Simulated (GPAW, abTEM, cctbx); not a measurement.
## (CdS)1(MgSe)1: the scripts behind a bonding study

Short scripts, each with its output. The cell is a (CdS)1(MgSe)1 superlattice along [001] of the zinc-blende type, started at the mean lattice constant and relaxed freely, with no substrate.

**1. Build the all-electron density and subtract free atoms**

```text
cell
1.0
     4.203112880    0.000000000    0.000000000
     0.000000000    4.211019900    0.000000000
     0.000000000    0.000000000    5.939526120
Cd Se S Mg
1 1 1 1
Direct
0.000000000 0.000000000 0.988230390
0.500000000 0.000000000 0.260808260
0.000000000 0.500000000 0.736995910
0.500000000 0.500000000 0.513956950
```

```python
import numpy as np
from ase.io import read
from ase.units import Bohr
from gpaw import GPAW, PW, FermiDirac
from gpaw.calculator import GPAW as OldGPAW
from gpaw.mpi import serial_comm, world
from scipy.special import erfc
from scipy.spatial import cKDTree

atoms = read("cell.vasp")
atoms.calc = GPAW(mode=PW(450), xc="PBE", kpts={"size": (6, 6, 4), "gamma": True},
                 occupations=FermiDirac(0.05), maxiter=120, symmetry={"tolerance": 1e-5}, txt="scf.txt")
atoms.get_potential_energy()
rho = atoms.calc.get_all_electron_density(gridrefinement=2)
moments = atoms.get_magnetic_moments() if atoms.calc.get_number_of_spins() == 2 else np.zeros(len(atoms))
total = atoms.get_magnetic_moment() if moments.any() else 0.0
if world.rank == 0:
    free = OldGPAW(mode=PW(450), xc="PBE", txt=None, communicator=serial_comm)
    neutral = atoms.copy()
    neutral.set_initial_magnetic_moments(None)
    free.initialize(neutral)
    free.set_positions(neutral)
    drho = rho - free.get_all_electron_density(gridrefinement=2)
    # GPAW starts from confined atoms: exchange their smooth part for that of the datasets' free atoms
    h = np.stack(np.meshgrid(*[np.fft.fftfreq(n, 1 / n) for n in drho.shape], indexing="ij"), -1)
    gabs = np.linalg.norm(h @ atoms.cell.reciprocal(), axis=-1)
    tails = np.fft.fftn(free.get_pseudo_density(gridrefinement=2))
    g, form, v0 = np.linspace(0, gabs.max(), 1500), {}, 0
    for e in set(atoms.symbols):
        idx = atoms.symbols.search(e)
        d = free.setups[idx[0]].data
        r, w = d.rgd.r_g * Bohr, d.rgd.r_g**2 * d.rgd.dr_g
        j0 = np.sinc(2 * g[:, None] * r)
        smooth = sum(f * p**2 for f, p in zip(d.f_j, d.phit_jg)) + np.sqrt(4 * np.pi) * d.nct_g
        full = sum(f * p**2 for f, p in zip(d.f_j, d.phi_jg)) + np.sqrt(4 * np.pi) * d.nc_g
        phase = sum(np.exp(-2j * np.pi * h @ s) for s in atoms.get_scaled_positions()[idx])
        tails -= np.interp(gabs, g, j0 @ (smooth * w)) * phase * drho.size / atoms.get_volume()
        form[e] = j0 @ (full * w)
        v0 += 2 * np.pi / 3 * 14.3996 * (full * w * r**2).sum() * len(idx)  # V A^3
    tails *= 0.5 * erfc((gabs - 1.8) / 0.25)  # the tails differ at long wavelengths alone
    drho += np.fft.ifftn(tails).real  # crystal minus superposed spherical free atoms
    np.save("drho.npy", drho)
    dv = atoms.get_volume() / drho.size
    print("grid", drho.shape, " electrons %.3f" % (rho.sum() * dv), " moved by bonding %.3f e" % (abs(drho).sum() * dv / 2))
    pts = np.indices(drho.shape).reshape(3, -1).T / drho.shape @ atoms.cell
    shifts = (np.indices((3, 3, 3)).reshape(3, -1).T - 1) @ atoms.cell
    images = (atoms.positions[None] + shifts[:, None]).reshape(-1, 3)
    dist, idx = cKDTree(images).query(pts, k=4)
    out = drho.ravel()[dist[:, 0] > 0.5]
    print("deformation density beyond 0.5 A of the nuclei: max %.3f, min %.3f e/A^3" % (out.max(), out.min()))
    tie = dist < dist[:, :1] + 1e-4
    q = -np.bincount((idx % len(atoms))[tie], (drho.ravel()[:, None] / tie.sum(1, keepdims=True) * tie)[tie], len(atoms)) * dv
    print("atom        x       y       z   Voronoi charge  moment")
    for a, s, c, m in zip(atoms, atoms.get_scaled_positions(), q, moments):
        print("%-2s%-3d %7.4f %7.4f %7.4f %10.3f %10.2f" % (a.symbol, a.index + 1, *s, c, m))
    np.savez("free.npz", g=g, **form)
    print("mean inner potential of superposed free atoms %.3f V" % (v0 / atoms.get_volume()))
    print("total magnetic moment %.3f muB" % total)
```

```console
$ OMP_NUM_THREADS=1 mpirun -n 4 gpaw python run.py > gpaw.log
```

```text
grid (42, 42, 60)  electrons 110.000  moved by bonding 0.963 e
deformation density beyond 0.5 A of the nuclei: max 0.136, min -0.076 e/A^3
atom        x       y       z   Voronoi charge  moment
Cd1    0.0000  0.0000  0.9882      0.367       0.00
Se2    0.5000  0.0000  0.2608     -0.332       0.00
S 3    0.0000  0.5000  0.7370     -0.372       0.00
Mg4    0.5000  0.5000  0.5140      0.338       0.00
mean inner potential of superposed free atoms 11.990 V
total magnetic moment 0.000 muB
```

Time: 10 s on 4 cores of Intel(R) Xeon(R) 6975P-C (Granite Rapids) (shared host), peak memory 0.87 GiB.

**2. Fourier-transform the difference**

```python
from cctbx import adptbx, crystal, miller, xray
from cctbx.eltbx import tiny_pse
import numpy as np

cs = crystal.symmetry(unit_cell=(4.2031, 4.211, 5.9395, 90, 90, 90), space_group_symbol='Hall: P 2 -2')  # Pmm2
atoms = [  # label, site, U (iso, or U11 U22 U33 U12 U13 U23 in A^2), occupancy
    ("Cd1", (0, 0, 0.98823), 0.0000, 1),
    ("Se1", (0.5, 0, 0.26081), 0.0000, 1),
    ("S1", (0, 0.5, 0.737), 0.0000, 1),
    ("Mg1", (0.5, 0.5, 0.51396), 0.0000, 1),
]
xs = xray.structure(crystal_symmetry=cs)
for label, site, u, occ in atoms:
    u = adptbx.u_cif_as_u_star(cs.unit_cell(), u) if isinstance(u, tuple) else u
    xs.add_scatterer(xray.scatterer(label, site=site, u=u, occupancy=occ))
xs.scattering_type_registry(table="wk1995")
drho = np.load("drho.npy")
T = np.array([[1, 0, 0], [0, 1, 0], [0, 0, 1]])  # conventional axes in terms of the primitive ones
dF = np.fft.ifftn(drho) * 105.12600  # electrons a conventional cell, indexed by primitive hkl
ms = miller.build_set(cs, anomalous_flag=False, d_min=0.9).sort("resolution")
iam = ms.structure_factors_from_scatterers(xs, algorithm="direct").f_calc()
p1 = xs.expand_to_p1()
z = np.array([tiny_pse.table(sc.scattering_type).atomic_number() for sc in p1.scatterers()])
x = np.array(p1.sites_frac())
free = np.load("free.npz")
print("static structure factors of the conventional cell: F in electrons, V (Mott-Bethe) in volts")
print("   h  k  l      d  |F| table  |F| free   |F| DFT   change   |V| free  |V| DFT  change %")
for h, d, table in list(zip(ms.indices(), ms.d_spacings().data(), iam.data()))[:16]:
    df = dF[tuple(np.rint(np.linalg.solve(T, h)).astype(int))]
    phase = np.exp(2j * np.pi * x @ h)
    f = sum(np.interp(1 / d, free["g"], free[sc.scattering_type]) * p for sc, p in zip(p1.scatterers(), phase))
    fz = (z * phase).sum()
    c = 14.3996 * d * d / (np.pi * cs.unit_cell().volume())
    v0, v1 = abs(fz - f) * c, abs(fz - f - df) * c
    print("%4d%3d%3d %7.4f %9.3f %9.3f %9.3f %8.3f %9.3f %8.3f %8s" % (h + (d, abs(table), abs(f), abs(f + df), abs(f + df) - abs(f), v0, v1, "%.1f" % (100 * (v1 / v0 - 1)) if v0 > 0.02 else "-")))
```

```console
$ python run.py
```

```text
static structure factors of the conventional cell: F in electrons, V (Mott-Bethe) in volts
   h  k  l      d  |F| table  |F| free   |F| DFT   change   |V| free  |V| DFT  change %
   0  0  1  5.9395    33.984    33.986    33.916   -0.071     1.513    1.636      8.1
   0  1  0  4.2110    50.705    50.699    50.595   -0.104     2.552    2.633      3.2
   1  0  0  4.2031    16.633    16.636    16.626   -0.010     1.050    1.058      0.7
   0  1  1  3.4352    64.370    64.408    64.606    0.199     5.740    5.622     -2.0
   1  0  1  3.4309    68.707    68.743    68.946    0.204     5.926    5.809     -2.0
   1  1  0  2.9748     9.683     9.638     9.263   -0.375     0.140    0.285    103.5
   0  0  2  2.9697    11.409    11.370    11.067   -0.302     0.298    0.383     28.7
   1  1  1  2.6599    38.838    38.813    38.803   -0.010     2.076    2.078      0.1
   0  1  2  2.4269    18.812    18.786    18.864    0.079     1.381    1.360     -1.5
   1  0  2  2.4254    45.311    45.272    45.215   -0.057     2.135    2.150      0.7
   0  2  0  2.1055    80.623    80.566    80.498   -0.068     5.689    5.702      0.2
   1  1  2  2.1017    79.700    79.643    79.569   -0.074     5.617    5.631      0.3
   2  0  0  2.1016    80.565    80.507    80.414   -0.094     5.679    5.697      0.3
   0  2  1  1.9845    27.837    27.796    27.775   -0.021     1.249    1.248     -0.0
   2  0  1  1.9812    27.820    27.778    27.814    0.035     1.248    1.245     -0.2
   0  0  3  1.9798    42.610    42.559    42.576    0.017     2.257    2.254     -0.1
```

Time: 0.22 s on 1 core of Intel(R) Xeon(R) 6975P-C (Granite Rapids) (shared host), peak memory 0.08 GiB.

**3. Rock the beam across one reflection**

```python
import abtem
import numpy as np
from ase.build import make_supercell
from ase.io import read

abtem.config.set({"dask.lazy": False, "fft": "fftw", "diagnostics.progress_bar": False})
M = [[0, 1, 0], [0, 0, 1], [1, 0, 0]]  # rows: x, y and beam direction in the primitive cell's axes
unit = make_supercell(read("cell.vasp"), M)
unit.set_cell(list(unit.cell.lengths()) + [90, 90, 90], scale_atoms=True)
unit.positions[:, 2] += 1.0508  # keeps atomic planes off the slice boundaries
unit.wrap()
slab = unit * (1, 1, 216)
print(slab.get_chemical_formula(), "| box %.2f x %.2f x %.2f A" % tuple(slab.cell.lengths()))

# change of the potential by bonding, from the DFT deformation density (Poisson's equation term by term)
drho = np.load("drho.npy")
prim = read("cell.vasp")
h = np.stack(np.meshgrid(*[np.fft.fftfreq(n, 1 / n) for n in drho.shape], indexing="ij"), -1).reshape(-1, 3).astype(int)
g2 = ((h @ prim.cell.reciprocal()) ** 2).sum(1)
keep = (g2 > 0) & (g2 < 2.5**2)
shape = (94, 132, 24)
vg = np.zeros(shape, complex)
hm = h[keep] @ np.array(M).T
move = np.exp(-2j * np.pi * hm[:, 2] * (1.0508 / unit.cell[2, 2] - 0.5 / shape[2]))  # the same shift, sampled at mid-points
vg[tuple(hm.T % np.array(shape)[:, None])] = -14.3996 / np.pi * (np.fft.fftn(drho).ravel() / drho.size)[keep] / g2[keep] * move
dV = np.fft.ifftn(vg).real * vg.size
dV = dV.reshape(94, 132, 2, 12).mean(3) * unit.cell[2, 2] / 2  # V A, projected in each slice
dV = np.tile(dV.transpose(2, 0, 1), (216, 1, 1))


def build(atoms):
    p = abtem.Potential(atoms, gpts=(94, 132), slice_thickness=[slab.cell[2, 2] / 432] * 432,
                        parametrization="lobato", projection="infinite", exit_planes=108).build()
    p.array[:] += BONDING * dV
    return p


def potentials():
    yield build(slab)  # atoms at rest


for label, BONDING in (("IAM", 0.0), ("DFT", 1.0)):
    print("=====", label)
    potential = build(slab)
    print("grid", potential.gpts, "slices", potential.num_slices)
    thickness = potential.exit_thicknesses
    h = np.array(M) @ np.linalg.solve(np.array([[1, 0, 0], [0, 1, 0], [0, 0, 1]]), [0, 0, 1])
    ix, iy = round(h[0]) * 1, round(h[1]) * 1
    gxy = h[:2] / unit.cell.lengths()[:2]
    along = gxy / np.hypot(*gxy)
    across = np.array([-along[1], along[0]])
    bragg = 500 * abtem.PlaneWave(energy=200000).wavelength * np.hypot(*gxy)
    print("Bragg angle %.3f mrad; beam tilted 55 mrad off the zone axis across the row" % bragg)
    print("dark-field intensity of 0 0 1 against tilt along the row, in Bragg angles")
    print("  t (A)" + "".join("%8.2f" % s for s in [0.2, 0.4, 0.6, 0.8, 1.0, 1.2, 1.4, 1.6, 1.8, 2.0, 2.2, 2.4, 2.6]))
    rows = []
    row = [(n * ix, n * iy) for n in range(-8, 9)]
    for s in [0.2, 0.4, 0.6, 0.8, 1.0, 1.2, 1.4, 1.6, 1.8, 2.0, 2.2, 2.4, 2.6]:
        tilt = -s * bragg * along + 55 * across
        dp = abtem.PlaneWave(energy=200000, tilt=tuple(tilt)).multislice(potential).diffraction_patterns(max_angle="valid").array
        rows.append(dp[:, dp.shape[1] // 2 + ix, dp.shape[2] // 2 + iy])
        if s == 1.0:
            cx, cy = dp.shape[1] // 2, dp.shape[2] // 2
            share = sum(dp[:, cx + i, cy + j] for i, j in row if abs(i) < cx and abs(j) < cy) / dp.sum(axis=(1, 2))
            total = dp.sum(axis=(1, 2))
    for t, a in list(zip(thickness, np.array(rows).T))[1:]:
        print("%7.1f" % t + "".join("%8.4f" % v for v in a))
    print("at the Bragg tilt, share in the row:", share[1:].round(3).tolist(), "total:", total[1:].round(3).tolist())
```

```console
$ python run.py
```

```text
Cd216Mg216S216Se216 | box 4.21 x 5.94 x 907.87 A
===== IAM
grid (94, 132) slices 432
Bragg angle 2.111 mrad; beam tilted 55 mrad off the zone axis across the row
dark-field intensity of 0 0 1 against tilt along the row, in Bragg angles
  t (A)    0.20    0.40    0.60    0.80    1.00    1.20    1.40    1.60    1.80    2.00    2.20    2.40    2.60
  227.0  0.0543  0.0605  0.0662  0.0704  0.0720  0.0702  0.0658  0.0598  0.0533  0.0477  0.0437  0.0413  0.0404
  453.9  0.1121  0.1644  0.1919  0.2051  0.2107  0.2031  0.1894  0.1621  0.1100  0.0606  0.0345  0.0322  0.0488
  680.9  0.1801  0.2571  0.2397  0.2731  0.2764  0.2705  0.2362  0.2543  0.1794  0.0427  0.0010  0.0133  0.0641
  907.9  0.2914  0.2489  0.2215  0.3121  0.3060  0.3081  0.2180  0.2459  0.2947  0.0735  0.0140  0.0054  0.0312
at the Bragg tilt, share in the row: [0.8019999861717224, 0.8489999771118164, 0.7680000066757202, 0.7839999794960022] total: [0.9959999918937683, 0.9919999837875366, 0.9860000014305115, 0.9810000061988831]
===== DFT
grid (94, 132) slices 432
Bragg angle 2.111 mrad; beam tilted 55 mrad off the zone axis across the row
dark-field intensity of 0 0 1 against tilt along the row, in Bragg angles
  t (A)    0.20    0.40    0.60    0.80    1.00    1.20    1.40    1.60    1.80    2.00    2.20    2.40    2.60
  227.0  0.0592  0.0654  0.0713  0.0756  0.0772  0.0754  0.0709  0.0648  0.0583  0.0528  0.0487  0.0464  0.0457
  453.9  0.1106  0.1640  0.1937  0.2089  0.2151  0.2071  0.1914  0.1619  0.1088  0.0606  0.0368  0.0352  0.0505
  680.9  0.1613  0.2381  0.2324  0.2730  0.2784  0.2707  0.2294  0.2357  0.1607  0.0334  0.0007  0.0120  0.0552
  907.9  0.2641  0.2188  0.2157  0.3181  0.3130  0.3144  0.2124  0.2160  0.2673  0.0699  0.0199  0.0024  0.0179
at the Bragg tilt, share in the row: [0.7990000247955322, 0.8460000157356262, 0.7670000195503235, 0.7860000133514404] total: [0.9959999918937683, 0.9919999837875366, 0.9860000014305115, 0.9810000061988831]
```

Time: 17 s.

**4. Scan a probe**

```python
import abtem
import numpy as np
from ase.build import make_supercell
from ase.io import read

abtem.config.set({"dask.lazy": False, "fft": "fftw", "diagnostics.progress_bar": False})
M = [[0, 1, 0], [0, 0, 1], [1, 0, 0]]  # rows: x, y and beam direction in the primitive cell's axes
unit = make_supercell(read("cell.vasp"), M)
unit.set_cell(list(unit.cell.lengths()) + [90, 90, 90], scale_atoms=True)
unit.positions[:, 2] += 0.5254  # keeps atomic planes off the slice boundaries
unit.wrap()
slab = unit * (3, 2, 10)
print(slab.get_chemical_formula(), "| box %.2f x %.2f x %.2f A" % tuple(slab.cell.lengths()))

# change of the potential by bonding, from the DFT deformation density (Poisson's equation term by term)
drho = np.load("drho.npy")
prim = read("cell.vasp")
h = np.stack(np.meshgrid(*[np.fft.fftfreq(n, 1 / n) for n in drho.shape], indexing="ij"), -1).reshape(-1, 3).astype(int)
g2 = ((h @ prim.cell.reciprocal()) ** 2).sum(1)
keep = (g2 > 0) & (g2 < 2.5**2)
shape = (42, 60, 24)
vg = np.zeros(shape, complex)
hm = h[keep] @ np.array(M).T
move = np.exp(-2j * np.pi * hm[:, 2] * (0.5254 / unit.cell[2, 2] - 0.5 / shape[2]))  # the same shift, sampled at mid-points
vg[tuple(hm.T % np.array(shape)[:, None])] = -14.3996 / np.pi * (np.fft.fftn(drho).ravel() / drho.size)[keep] / g2[keep] * move
dV = np.fft.ifftn(vg).real * vg.size
dV = dV.reshape(42, 60, 4, 6).mean(3) * unit.cell[2, 2] / 4  # V A, projected in each slice
dV = np.tile(dV.transpose(2, 0, 1), (10, 3, 2))


def build(atoms):
    p = abtem.Potential(atoms, gpts=(126, 120), slice_thickness=[slab.cell[2, 2] / 40] * 40,
                        parametrization="lobato", projection="infinite", exit_planes=20).build()
    p.array[:] += BONDING * dV
    return p


def potentials():
    yield build(slab)  # atoms at rest


for label, BONDING in (("IAM", 0.0), ("DFT", 1.0)):
    print("=====", label)
    potential = build(slab)
    print("grid", potential.gpts, "slices", potential.num_slices)
    thickness = potential.exit_thicknesses
    probe = abtem.Probe(energy=200000, semiangle_cutoff=25)
    probe.grid.match(potential)
    print("wavelength %.5f A, largest angle on the grid %.0f mrad" % (probe.wavelength, min(probe.cutoff_angles)))
    detectors = {"ABF": (12, 25), "BF": (0, 12), "LAADF": (30, 80)}  # mrad
    columns = [  # name, x, y (A)
        ("Cd", 0.000, 5.870),
        ("Se", 0.000, 1.549),
        ("S", 2.106, 4.377),
        ("Mg", 2.106, 3.053),
        ("void", 2.106, 0.742),
    ]
    scan = abtem.GridScan(start=(0.0000, 0.0000), end=(4.2110, 5.9395), gpts=(18, 25), endpoint=False)
    dets = [abtem.AnnularDetector(*v) for v in detectors.values()] + [abtem.PixelatedDetector(max_angle=38)]
    runs = [probe.scan(p, scan=scan, detectors=dets, max_batch=32) for p in potentials()]
    out = [sum(x[1:], x[0]) / len(x) for x in zip(*runs)]
    images = dict(zip(detectors, out))
    images["iCOM"] = out[-1].center_of_mass().integrate_gradient()
    np.save(label + "_pacbed.npy", out[-1].array.mean(axis=(1, 2)))
    print("PACBED pixel %.3f x %.3f mrad" % out[-1].angular_sampling)
    for name, im in images.items():
        im = im.interpolate(sampling=0.1, boundary="periodic").gaussian_filter(0.35)
        np.save(label + "_" + name + ".npy", im.array)
        print(name, "signal at the columns" + (", fraction of the beam" if name in detectors else ""))
        print("  t (A)     mean" + "".join("%10s" % c[0][:9] for c in columns))
        for t, a in list(zip(thickness, im.array))[1:]:
            at = [a[round((x - 0.0000) / im.sampling[0]) % a.shape[0], round((y - 0.0000) / im.sampling[1]) % a.shape[1]] for _, x, y in columns]
            print("%7.1f %8.5f" % (t, a.mean()) + "".join("%10.5f" % v for v in at))
```

```console
$ python run.py
```

```text
Cd60Mg60S60Se60 | box 12.63 x 11.88 x 42.03 A
===== IAM
grid (126, 120) slices 40
wavelength 0.02508 A, largest angle on the grid 82 mrad
PACBED pixel 1.985 x 2.111 mrad
ABF signal at the columns, fraction of the beam
  t (A)     mean        Cd        Se         S        Mg      void
   21.0  0.73070   0.55611   0.61116   0.69091   0.71386   0.75410
   42.0  0.71375   0.57296   0.60628   0.62715   0.66234   0.74420
BF signal at the columns, fraction of the beam
  t (A)     mean        Cd        Se         S        Mg      void
   21.0  0.22857   0.16690   0.21622   0.24002   0.24438   0.23341
   42.0  0.22551   0.17993   0.23590   0.28736   0.28262   0.23122
LAADF signal at the columns, fraction of the beam
  t (A)     mean        Cd        Se         S        Mg      void
   21.0  0.01635   0.12441   0.07947   0.03051   0.01833   0.00240
   42.0  0.01742   0.06755   0.04139   0.02204   0.01456   0.00537
iCOM signal at the columns
  t (A)     mean        Cd        Se         S        Mg      void
   21.0  0.03773   0.11818   0.10000   0.08176   0.06345   0.01439
   42.0  0.03773   0.09123   0.09435   0.11038   0.08337   0.00245
===== DFT
grid (126, 120) slices 40
wavelength 0.02508 A, largest angle on the grid 82 mrad
PACBED pixel 1.985 x 2.111 mrad
ABF signal at the columns, fraction of the beam
  t (A)     mean        Cd        Se         S        Mg      void
   21.0  0.73085   0.55564   0.61177   0.69219   0.71395   0.75406
   42.0  0.71421   0.57206   0.60724   0.63006   0.66255   0.74404
BF signal at the columns, fraction of the beam
  t (A)     mean        Cd        Se         S        Mg      void
   21.0  0.22857   0.16713   0.21604   0.23964   0.24444   0.23357
   42.0  0.22552   0.18059   0.23522   0.28589   0.28293   0.23183
LAADF signal at the columns, fraction of the beam
  t (A)     mean        Cd        Se         S        Mg      void
   21.0  0.01633   0.12435   0.07946   0.03039   0.01832   0.00239
   42.0  0.01735   0.06741   0.04143   0.02190   0.01451   0.00534
iCOM signal at the columns
  t (A)     mean        Cd        Se         S        Mg      void
   21.0  0.03609   0.11825   0.09671   0.07806   0.06158   0.01350
   42.0  0.03609   0.09277   0.08971   0.10501   0.08127   0.00220
```

Time: 12 s.

[Outputs are excerpts: Python notices, other lines and further rows are left out; steps that failed or that the build refused (PBEsol, TPSS) are not shown.]

[Logs are printed without paths, hosts, clocks, repeated set-up lines and the standing remarks that a program may print on its own settings, such as how far it seeks lower states.]
